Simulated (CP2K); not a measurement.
Consider silylpyrazine at its PBE geometry (Å).

```xyz
13

Si    2.2571    0.1096   -0.5132
C     0.4204    0.0236   -0.0948
C    -0.0484   -0.1020    1.2235
N    -1.3540   -0.1683    1.5315
C    -2.2051   -0.1085    0.4969
C    -1.7580    0.0162   -0.8232
N    -0.4553    0.0849   -1.1286
H     2.6372   -1.0293   -1.3928
H     3.0246    0.0287    0.7626
H     2.5665    1.3932   -1.1993
H     0.6524   -0.1492    2.0611
H    -3.2711   -0.1599    0.7304
H    -2.4664    0.0611   -1.6541
```

Method: CP2K XAS_TDP, all-electron GAPW, PBEh(45%), aug-pc-1, TDA, GW2X-corrected core level, no relativity.

Question: Where do the C K-edge lines lie, and how strong are they?

Leading lines: C2 285.90 eV, C3 286.67 eV, C5 286.65 eV and C6 286.78 eV. The leading line of an atom is its first one with 35 % of the strongest within 2.5 eV of its lowest line over the strength cut. Core ionisation energies at this level: C3 292.60, C5 292.73, C2 291.89 and C6 292.70 eV.

The first six lines of each atom with a strength over 0.0015:

```csv
atom,energy (eV),states,"strength, one atom",above the computed threshold
"C2 (bonded to C, N and Si)",285.90,1,0.0489,
,287.77,1,0.0034,
,289.87,1,0.0155,
,290.47,1,0.0049,
,290.81,1,0.0015,
,290.92,1,0.0045,
"C3 (bonded to C, N and H)",286.67,1,0.0565,
,288.21,1,0.0021,
,290.58,1,0.0122,
,291.54,1,0.0052,
,291.67,1,0.0032,
,293.11,1,0.0055,yes
"C5 (bonded to C, N and H)",286.65,1,0.0536,
,288.61,1,0.0037,
,290.64,1,0.0125,
,291.66,1,0.0031,
,292.04,1,0.0032,
,292.69,1,0.0020,
"C6 (bonded to C, N and H)",286.78,1,0.0533,
,288.39,1,0.0042,
,290.61,1,0.0126,
,291.62,1,0.0031,
,291.99,1,0.0038,
,292.39,2,0.0036,
```

Lines are vertical, at one geometry, with no vibrational structure. GW2X ionisation energies and lines can be off by 1 to 2 eV either way, and a good line position may hide errors that cancel. These values hold no scalar relativity, about 0.1 eV for C 1s. Rydberg lines, and the discretised continuum above threshold, depend on the basis and the box.

[Banner, clock and machine lines of the logs are left out without a mark of their own.]

[Logs are printed without paths, hosts, clocks, repeated set-up lines and the standing remarks that a program may print on its own settings, such as how far it seeks lower states.]

[Hosts, paths, dates, database ids (printed as entryN), source tags and the programs' standing remarks are cut or masked in the printed files.]
